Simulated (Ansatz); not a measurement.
**(SrO)3(LiCl)1 [001] superlattice, started as rocksalt type: a soft mode frozen in**

Aim: this structure of (SrO)3(LiCl)1 [001] superlattice, started as rocksalt type is to be tested for unstable modes, and one is followed downhill.

Program: Ansatz 0.2.0. Level of theory: DFT PBE, scalar-relativistic, plane waves, PAW. Results are calculated unless marked as measured.

The structure was built from a prototype and need not be the compound's stable phase.

### 1. The structure

The structure is tetragonal, space group P4/mmm (No. 123). Conventional cell: a = 3.620 Å, b = 3.620 Å, c = 11.161 Å, α = 90.00°, β = 90.00°, γ = 90.00°. Nearest to Cl lie 4 Li at 2.56 Å and 2 Sr at 2.99 Å. Nearest to Li lie 4 Cl at 2.56 Å. O has 5 Sr at 2.56 to 2.58 Å nearest. Nearest to O lie 6 Sr at 2.56 to 2.59 Å. Sr has 5 O at 2.56 to 2.59 Å and 1 Cl at 2.99 Å nearest. Nearest to Sr lie 6 O at 2.56 to 2.58 Å. Farther neighbours and most contacts between anions are not listed.

### 2. Linear response at the zone centre

The cell comes from relaxations at this level that are not shown. The zone centre is the only wavevector solved here; it holds the modes that light can see, as far as symmetry allows. The response to a homogeneous field gives the Born charges and the dielectric tensor, and its change with displacement the Raman tensors.

Input file input.yaml:

```yaml
crystal:
  lattice:
    - [2.5597257595, 2.5597257595, 0.0]
    - [-2.5597257595, 2.5597257595, 0.0]
    - [0.0, 0.0, 11.1614565579]
  atoms:
    - { symbol: Cl, position: [0.0, 0.0, 0.75] }
    - { symbol: Li, position: [0.5, 0.5, 0.75] }
    - { symbol: O, position: [0.5, 0.5, 0.0185892089] }
    - { symbol: O, position: [0.0, 0.0, 0.25] }
    - { symbol: O, position: [0.5, 0.5, 0.4814107911] }
    - { symbol: Sr, position: [0.0, 0.0, 0.0182204084] }
    - { symbol: Sr, position: [0.5, 0.5, 0.25] }
    - { symbol: Sr, position: [0.0, 0.0, 0.4817795916] }
kpoints:
  mp_grid: { grid: [8, 8, 2] }
hamiltonian:
  xc: pbe
scf:
  occupations: { method: fixed }
output:
  eigenvalues: true
phonons:
  method: dfpt
  dielectric: true
  rigid_motions: translations
  raman: true
```

Started as:

```bash
$ ansatz run input.yaml --threads 8 --pin off --max-ram 14336MiB --backend cpu --events-out ev --progress --plain --runs-dir out
```

Numbers of over 12 decimals in the logs are rounded to 6 here.

What it wrote:

```text
Engine: ansatz 0.2.0, x86_64-unknown-linux-gnu
Pseudopotentials: kind: paw
Pseudopotential: Cl, paw, valence charge 7, recommended cutoff 420 eV (normal), Cl.paw.azcp
Pseudopotential: Li, paw, valence charge 3, recommended cutoff 420 eV (normal), Li.paw.azcp
Pseudopotential: O, paw, valence charge 6, recommended cutoff 420 eV (normal), O.paw.azcp
Pseudopotential: Sr, paw, valence charge 10, recommended cutoff 420 eV (normal), Sr.paw.azcp
Functional definition: PBE
  parameter kappa = 0.804
  parameter beta = 0.066725
  exchange = pbe_x(kappa = kappa, mu = beta*pi^2/3)
  correlation = pbe_c(beta = beta)
Crystal: 8 atoms, lattice volume = 146.264 Å³
Basis set: ecut = 420 eV, 2829 PW (Γ), exchange–correlation on 50×50×160 points (8 copies of the dense FFT grid, shifted against one another)
Bands: 37, of which v1, the nominal top of the filled ones, is band 29 counted from 1 (28 counted from 0)
Symmetry: 16 space group operations
k-points: 42 of 128 (irreducible under 2 space group operations, time reversal used)
Non-local potential: Cl, projectors of the file, l = 0: 2, l = 1: 2, l = 2: 2
Non-local potential: Li, projectors of the file, l = 0: 3, l = 1: 2, l = 2: 1
Non-local potential: O, projectors of the file, l = 0: 2, l = 1: 2, l = 2: 1
Non-local potential: Sr, projectors of the file, l = 0: 3, l = 1: 2, l = 2: 2
PAW form: soft (Blöchl's): semilocal exchange-correlation on the pseudo side does not see the compensation charge
PAW one-centre angular grid: Cl, 110 points (default); XC on 64 Gauss nodes
PAW one-centre angular grid: Li, 110 points (default); XC on 64 Gauss nodes
PAW one-centre angular grid: O, 110 points (default); XC on 64 Gauss nodes
PAW one-centre angular grid: Sr, 110 points (default); XC on 64 Gauss nodes
Initial density: superposition of atomic densities (neutral atoms: chi_scale 0, normalization atom), corrected by the library's trained network
Initial wavefunctions: pseudopotential atomic-orbital guess
Functional: x = pbe(κ = 0.804, μ = 0.219515), c = pbe(β = 0.066725)
SCF iter   1: F=—  HF=-13631.184110 eV  |F-HF|=—  |Δ(HF+E_count)|=         —  Δρ=1.58e-3  dr2=2.44e-2  ethr=1.77e-3  ⟨swp⟩=6.0  Hψ=7286  notcnv=0  defer=209
preconditioner: auto → Resta (q_TF=auto, 2.339 Å⁻¹)  ε∞=3.3  [insulator: Δε(μ)=3.025 eV  Ē_g=14.199 eV  n_scr=28 (ndim 8)  ℏωp=21.7 eV  f_vac=0.005  ε∞_Penn≈3.3]
SCF iter   2: F=—  HF=-13631.179084 eV  |F-HF|=—  |Δ(HF+E_count)|=   5.03e-3  Δρ=9.11e-4  dr2=4.31e-3  ethr=4.21e-5  ⟨swp⟩=3.2  Hψ=2822  notcnv=0  defer=251
SCF iter   3: F=—  HF=-13631.178302 eV  |F-HF|=—  |Δ(HF+E_count)|=   7.81e-4  Δρ=8.01e-4  dr2=1.29e-3  ethr=7.44e-6  ⟨swp⟩=3.5  Hψ=2687  notcnv=0  defer=252
SCF iter   4: F=—  HF=-13631.178044 eV  |F-HF|=—  |Δ(HF+E_count)|=   2.58e-4  Δρ=2.49e-4  dr2=1.16e-4  ethr=2.23e-6  ⟨swp⟩=2.4  Hψ=2210  notcnv=0  defer=252
SCF iter   5: F=—  HF=-13631.178026 eV  |F-HF|=—  |Δ(HF+E_count)|=   1.78e-5  Δρ=5.00e-5  dr2=3.43e-6  ethr=2.00e-7  ⟨swp⟩=2.2  Hψ=2440  notcnv=0  defer=248
SCF iter   6: F=—  HF=-13631.178022 eV  |F-HF|=—  |Δ(HF+E_count)|=   4.59e-6  Δρ=1.41e-5  dr2=3.28e-7  ethr=5.92e-9  ⟨swp⟩=2.0  Hψ=2616  notcnv=0  defer=220
SCF iter   7: F=—  HF=-13631.178022 eV  |F-HF|=—  |Δ(HF+E_count)|=   2.17e-7  Δρ=2.85e-6  dr2=1.17e-8  ethr=5.65e-10  ⟨swp⟩=2.0  Hψ=2362  notcnv=0  defer=220
SCF iter   8: F=—  HF=-13631.178022 eV  |F-HF|=—  |Δ(HF+E_count)|=   1.21e-8  Δρ=6.36e-7  dr2=4.97e-10  ethr=2.02e-11  ⟨swp⟩=2.0  Hψ=2481  notcnv=0  defer=220
SCF iter   9: F=-13631.178022 eV  HF=-13631.178022 eV  |F-HF|=0.00e0  |Δ(HF+E_count)|=  8.89e-10  Δρ=1.59e-7  dr2=3.27e-11  ethr=1.00e-12  ⟨swp⟩=19.1  Hψ=13134  notcnv=0
SCF 1 converged in 9 iterations: F = -13631.178022 eV  dr2 = 3.27e-11
  greatest PAW one-centre occupation: 1.000 electrons in one spin orbital (limit 2), on the Li atom at site 1 (counted from 0), in its partial waves of l = 0
DFPT response loops at Γ: preconditioner auto → Resta (q_TF=auto, 2.339 Å⁻¹)  ε∞=4.4 (no band partly filled); β = 1.00, the filter's whole step (`scf.mixing.beta` (0.50) is not read by the response loops at its default; to damp them type it under 1.00, their step now; it binds the ground state too); Broyden in place of MSR1
── the response to a field inside a basis, on 10×10×4 k-points: an SCF that follows is theirs, and a resumed run solves both again ──
Bands: 30, of which v1, the nominal top of the filled ones, is band 29 counted from 1 (28 counted from 0)
k-points: 30 of 400
Initial density: handed on by an earlier stage of this run
Initial wavefunctions: pseudopotential atomic-orbital guess (no wavefunctions were taken with the density)
Eigensolver: Dense (30 Hₖ)
SCF iter   1: F=—  HF=-13631.096507 eV  |F-HF|=—  |Δ(HF+E_count)|=         —  Δρ=3.86e-4  dr2=6.06e-5  ethr=1.00e-1
preconditioner: auto → Resta (q_TF=auto, 2.339 Å⁻¹)  ε∞=3.9  [insulator: Δε(μ)=3.280 eV  Ē_g=12.760 eV  n_scr=28 (ndim 8)  ℏωp=21.7 eV  f_vac=0.004  ε∞_Penn≈3.9]
SCF iter   2: F=—  HF=-13631.096537 eV  |F-HF|=—  |Δ(HF+E_count)|=   3.01e-5  Δρ=1.87e-4  dr2=2.41e-5  ethr=1.04e-7
SCF iter   3: F=—  HF=-13631.096547 eV  |F-HF|=—  |Δ(HF+E_count)|=   9.79e-6  Δρ=1.06e-4  dr2=5.17e-6  ethr=4.15e-8
SCF iter   4: F=—  HF=-13631.096550 eV  |F-HF|=—  |Δ(HF+E_count)|=   3.46e-6  Δρ=1.06e-5  dr2=1.25e-7  ethr=8.91e-9
SCF iter   5: F=—  HF=-13631.096550 eV  |F-HF|=—  |Δ(HF+E_count)|=   6.24e-8  Δρ=8.40e-6  dr2=8.74e-8  ethr=2.16e-10
SCF iter   6: F=—  HF=-13631.096550 eV  |F-HF|=—  |Δ(HF+E_count)|=   6.45e-9  Δρ=1.76e-6  dr2=3.05e-9  ethr=1.51e-10
SCF iter   7: F=—  HF=-13631.096550 eV  |F-HF|=—  |Δ(HF+E_count)|=   4.82e-9  Δρ=3.14e-7  dr2=1.24e-10  ethr=5.26e-12
SCF iter   8: F=-13631.096550 eV  HF=-13631.096550 eV  |F-HF|=1.09e-11  |Δ(HF+E_count)|=  2.67e-10  Δρ=5.11e-8  dr2=4.28e-12  ethr=1.00e-12
SCF 1 converged in 8 iterations: F = -13631.096550 eV  dr2 = 4.28e-12
DFPT response loops at Γ: preconditioner auto → Resta (q_TF=auto, 2.339 Å⁻¹)  ε∞=4.3 (no band partly filled); β = 1.00, the filter's whole step (`scf.mixing.beta` (0.50) is not read by the response loops at its default; to damp them type it under 1.00, their step now; it binds the ground state too); Broyden in place of MSR1
DFPT response loops at Γ: mixed as the last ones told, above
SCF converged after 9 iterations
Free energy (F): -13631.178022 eV
Harris-Foulkes:  -13631.178022 eV  (|F-HF|=0.00e0)
Internal energy: -13631.178022 eV  (E = F + TS)
E sigma→0 (E₀):  -13631.178022 eV
Fermi energy:    6.437133 eV
--- Per-component energies (eV) ---
  E_band       = -339.953157
  E_kinetic    = 1449.426677
  E_local      = -3770.758548  (includes V_loc(G=0)·N_el)
  E_nonlocal   = 745.362957
[...]
ASR residual per site (eV/Å²): 7.94e-5 4.93e-4 2.03e-4 1.43e-4 2.03e-4 8.74e-5 1.37e-4 8.74e-5
  Γ frequencies (cm⁻¹): -210.32 0.00 0.00 0.00 69.33 69.33 74.81 74.81 113.64 113.64 124.24 158.50 194.29 203.02 203.02 223.29 223.29 224.92 224.92 247.21 247.21 282.16 339.90 349.62
  ε∞ (high-frequency dielectric tensor):
        3.523400     0.000000     0.000000
        0.000000     3.523400     0.000000
        0.000000     0.000000     3.573756
  softest optical mode at Γ: -210.32 cm⁻¹; the repairs (sum rule, projections) moved no ω² at Γ by more than (4.56 cm⁻¹)²
  Born effective charges Z* (e; rows j = field, columns β = displacement):
    site 0:
        -1.17229    0.00000   -0.00000
         0.00000   -1.17229    0.00000
         0.00000    0.00000   -1.37471
    site 1:
         1.22724   -0.00000   -0.00000
        -0.00000    1.22724    0.00000
         0.00000    0.00000    1.23344
    site 2:
        -2.54453    0.00000   -0.00000
         0.00000   -2.54453    0.00000
        -0.00000    0.00000   -2.04266
    site 3:
        -2.42202   -0.00000   -0.00000
         0.00000   -2.42202    0.00000
         0.00000    0.00000   -2.17394
    site 4:
        -2.54453    0.00000   -0.00000
        -0.00000   -2.54453    0.00000
         0.00000   -0.00000   -2.04266
    site 5:
         2.50244   -0.00000   -0.00000
         0.00000    2.50244   -0.00000
         0.00000   -0.00000    2.11574
    site 6:
         2.45126   -0.00000   -0.00000
         0.00000    2.45126    0.00000
         0.00000    0.00000    2.16904
    site 7:
         2.50244   -0.00000    0.00000
         0.00000    2.50244    0.00000
         0.00000    0.00000    2.11574
  Z* charge neutrality: 1.633e-2 e pre-enforcement
  solved inside a basis spanned on kpoints, on 10×10×4 k-points: ε∞ is read to err by 1.6e-2, Z* by 1.4e-2 e (field_mesh: kpoints solves on kpoints); Z* is corrected for what the basis lacks
  Raman tensors (in the event stream and the table raman_tensors.tsv): an entry may err by 1.3e-1 Å², one of the second-order susceptibility by 4.1e-19 pm/V (basis, points and sum rule); their sum over the sites missed zero by 2.220e-16 Å² ahead of its enforcement
  optical modes at Γ without the LO–TO term, one row a degenerate level:
      ω (cm⁻¹)  modes    IR ((D/Å)²/amu)  static Raman (Å⁴/amu)  depolarisation
       -210.32      1            15.7365                 0.0000               —
         69.33      2             1.4509                 0.0000               —
         74.81      2             0.0000                 0.0030           0.750
        113.64      2             0.0755                 0.0000               —
        124.24      1             0.0000                 4.4333           0.013
        158.50      1             0.6882                 0.0000               —
        194.29      1             5.6080                 0.0000               —
        203.02      2             1.3637                 0.0000               —
        223.29      2             0.0000                 0.0900           0.750
        224.92      2            70.0303                 0.0000               —
        247.21      2             2.9060                 0.0000               —
        282.16      1             1.6699                 0.0000               —
        339.90      1             0.0000                50.1126           0.437
        349.62      1             5.0293                 0.0000               —
  optical modes at Γ + LO–TO along q̂ = [1.0000, 0.0000, 0.0000]:
      ω (cm⁻¹)  modes    IR ((D/Å)²/amu)  static Raman (Å⁴/amu)  depolarisation
       -210.32      1            15.7365                 0.0000               —
         69.33      1             0.7255                 0.0000               —
         74.06      1             0.0367                 0.0000               —
         74.81      2             0.0000                 0.0030           0.750
        113.64      1             0.0377                 0.0000               —
        113.78      1             0.0017                 0.0000               —
        124.24      1             0.0000                 4.4333           0.013
        158.50      1             0.6882                 0.0000               —
        194.29      1             5.6080                 0.0000               —
        203.02      1             0.6818                 0.0000               —
        203.43      1             0.0023                 0.0000               —
        223.29      2             0.0000                 0.0900           0.750
        224.92      1            35.0151                 0.0000               —
        246.31      1             0.0075                 0.0000               —
        247.21      1             1.4530                 0.0000               —
        282.16      1             1.6699                 0.0000               —
        339.90      1             0.0000                50.1126           0.437
        349.62      1             5.0293                 0.0000               —
        455.04      1            37.8649                 0.0000               —
  optical modes at Γ + LO–TO along q̂ = [0.0000, 1.0000, 0.0000]:
      ω (cm⁻¹)  modes    IR ((D/Å)²/amu)  static Raman (Å⁴/amu)  depolarisation
       -210.32      1            15.7365                 0.0000               —
         69.33      1             0.7255                 0.0000               —
         74.06      1             0.0367                 0.0000               —
         74.81      2             0.0000                 0.0030           0.750
        113.64      1             0.0377                 0.0000               —
        113.78      1             0.0017                 0.0000               —
        124.24      1             0.0000                 4.4333           0.013
        158.50      1             0.6882                 0.0000               —
        194.29      1             5.6080                 0.0000               —
        203.02      1             0.6818                 0.0000               —
        203.43      1             0.0023                 0.0000               —
        223.29      2             0.0000                 0.0900           0.750
        224.92      1            35.0151                 0.0000               —
        246.31      1             0.0075                 0.0000               —
        247.21      1             1.4530                 0.0000               —
        282.16      1             1.6699                 0.0000               —
        339.90      1             0.0000                50.1126           0.437
        349.62      1             5.0293                 0.0000               —
        455.04      1            37.8649                 0.0000               —
  optical modes at Γ + LO–TO along q̂ = [0.0000, 0.0000, 1.0000]:
      ω (cm⁻¹)  modes    IR ((D/Å)²/amu)  static Raman (Å⁴/amu)  depolarisation
        -93.49      1             3.7094                 0.0000               —
         69.33      2             1.4509                 0.0000               —
         74.81      2             0.0000                 0.0030           0.750
        113.64      2             0.0755                 0.0000               —
        124.24      1             0.0000                 4.4333           0.013
        162.11      1             0.1071                 0.0000               —
        203.02      2             1.3637                 0.0000               —
        223.29      2             0.0000                 0.0900           0.750
        224.92      2            70.0303                 0.0000               —
        246.22      1             3.2207                 0.0000               —
        247.21      2             2.9060                 0.0000               —
        299.64      1             2.4987                 0.0000               —
        339.90      1             0.0000                50.1126           0.437
        412.04      1            19.1960                 0.0000               —
```

Elapsed: 83 s, on 8 threads of Intel Xeon 6975P-C (Granite Rapids), shared host; peak memory 2.9 GiB; 9.9 min of CPU time.

This step gave:

* gap on the k-mesh: 3.086 eV
* volume per atom: 18.28 Å³
* sum-rule residual before enforcement: 4.93e-4 eV/Å²
* miss of the charge sum rule: 0.01633 e
* estimated error of the dielectric tensor: 0.01641
* estimated error of the Born charges: 0.01372 e
* point group: 4/mmm
* highest optical mode at the zone centre (no LO-TO term): 349.6 cm⁻¹
* lowest optical zone-centre mode: -210.3 cm⁻¹
* mean high-frequency dielectric constant: 3.540
* largest Born charge (third of the trace): -2.377 e
* top of the zone-centre spectrum with the field: 455.0 cm⁻¹

Without the LO-TO term. Patterns of degenerate modes are one choice out of their space. The modes at Γ (shares of kinetic energy by element, %) (negative means imaginary):

| mode | frequency (cm⁻¹) | symmetry | Cl % | Li % | O % | Sr % |
| --- | --- | --- | --- | --- | --- | --- |
| 1 | -210.3 | A2u | 0 | 76 | 24 | 0 |
| 2 | 0.0 | acoustic | 10 | 2 | 14 | 74 |
| 3 | 0.0 | acoustic | 10 | 2 | 14 | 74 |
| 4 | 0.0 | acoustic | 10 | 2 | 14 | 74 |
| 5 | 69.3 | Eu | 82 | 5 | 1 | 13 |
| 6 | 69.3 | Eu | 82 | 5 | 1 | 13 |
| 7 | 74.8 | Eg | 0 | 0 | 9 | 91 |
| 8 | 74.8 | Eg | 0 | 0 | 9 | 91 |
| 9 | 113.6 | Eu | 1 | 0 | 5 | 93 |
| 10 | 113.6 | Eu | 1 | 0 | 5 | 93 |
| 11 | 124.2 | A1g | 0 | 0 | 15 | 85 |
| 12 | 158.5 | A2u | 22 | 0 | 5 | 72 |
| 13 | 194.3 | A2u | 55 | 1 | 6 | 38 |
| 14 | 203.0 | Eu | 6 | 63 | 24 | 6 |
| 15 | 203.0 | Eu | 6 | 63 | 24 | 6 |
| 16 | 223.3 | Eg | 0 | 0 | 91 | 9 |
| 17 | 223.3 | Eg | 0 | 0 | 91 | 9 |
| 18 | 224.9 | Eu | 0 | 29 | 63 | 7 |
| 19 | 224.9 | Eu | 0 | 29 | 63 | 7 |
| 20 | 247.2 | Eu | 0 | 1 | 93 | 6 |
| 21 | 247.2 | Eu | 0 | 1 | 93 | 6 |
| 22 | 282.2 | A2u | 8 | 17 | 70 | 4 |
| 23 | 339.9 | A1g | 0 | 0 | 85 | 15 |
| 24 | 349.6 | A2u | 4 | 4 | 81 | 10 |

Displacements in mode 1 (-210.3 cm⁻¹), the largest set to 1:
```
Cl1  0.00  0.00  0.03
Li2  0.00  0.00  1.00
O3   0.00  0.00 -0.25
O4   0.00  0.00 -0.11
O5   0.00  0.00 -0.25
Sr6  0.00  0.00  0.01
Sr7  0.00  0.00  0.01
Sr8  0.00  0.00  0.01
```

Displacements in mode 22 (282.2 cm⁻¹), the largest set to 1:
```
Cl1  0.00  0.00 -0.30
Li2  0.00  0.00  1.00
O3   0.00  0.00  0.90
O4   0.00  0.00 -0.37
O5   0.00  0.00  0.90
Sr6  0.00  0.00 -0.10
Sr7  0.00  0.00 -0.02
Sr8  0.00  0.00 -0.10
```

Before it was imposed, the acoustic sum rule was missed by 4.9e-4 eV/Å² and the charge sum rule by 0.016 e. Small misses are needed for a sound result but don't prove that mesh and cutoff are converged. The lowest optical mode is imaginary, 210.3i cm⁻¹, so the energy falls along it.

### 3. The mode frozen in, largest atomic shift 0 Å

The mode followed lies at Γ with frequency 210.3i cm⁻¹, the softest among the wavevectors solved. At small amplitude the distorted cell has space group no. 99 by a symmetry search on the positions. The undistorted cell that holds it gives the zero of energy on the same k mesh.

input.yaml: that of step 2 with these lines changed.

```diff
@@ -19,9 +19,6 @@
 scf:
-  occupations: { method: fixed }
+  occupations: { method: gaussian, width: 0.02 }
 output:
+  forces: true
+  stress: true
   eigenvalues: true
-phonons:
-  method: dfpt
-  dielectric: true
-  rigid_motions: translations
-  raman: true
```

What it wrote:

```text
[...]
Crystal: 8 atoms, lattice volume = 146.264 Å³
Basis set: ecut = 420 eV, 2829 PW (Γ), exchange–correlation on 50×50×150 points (8 copies of the dense FFT grid, shifted against one another)
Bands: 37, of which v1, the nominal top of the filled ones, is band 29 counted from 1 (28 counted from 0)
Symmetry: 16 space group operations
[...]
k-points: 30 of 128
[...]
k-point 0: bands = [... 25 lower, 6.3803, 6.3803, 6.4372, 6.4372, 9.5227, 9.8845, 10.7760, 11.5476, ... 3 higher]
  k-point 1: bands = [... 25 lower, 6.3830, 6.3830, 6.4338, 6.4338, 9.9066, 9.9938, 10.6800, 10.6964, ... 3 higher]
  k-point 2: bands = [... 25 lower, 6.1071, 6.1135, 6.2148, 6.2692, 9.8611, 10.2957, 11.1284, 11.7440, ... 3 higher]
  k-point 29: bands = [... 25 lower, 6.1209, 6.1209, 6.2467, 6.2467, 10.2702, 10.2702, 11.0384, 11.0384, ... 3 higher]
[key lines of the parts left out:]
SCF converged after 7 iterations
Free energy (F): -13631.178022 eV
Fermi energy:    7.980019 eV
P = ⅓ Tr σ = -0.0010 GPa (-0.010 kbar)
```

Wall time 0.81 s (8 threads); peak memory 0.67 GiB; 5.2 s of CPU time.

Numbers from this step:

```
pressure                         : -0.001045 GPa
energy from the undistorted cell : 0 meV/atom
```

At this level the gap is 3.09 eV on the k-mesh of the self-consistent run, which can miss the band edges.

(Part 1 of 3 ends here.)

[Logs are printed without paths, hosts, clocks, repeated set-up lines and the standing remarks that a program may print on its own settings, such as how far it seeks lower states.]

[Hosts, paths, dates, database ids (printed as entryN), source tags and the programs' standing remarks are cut or masked in the printed files.]
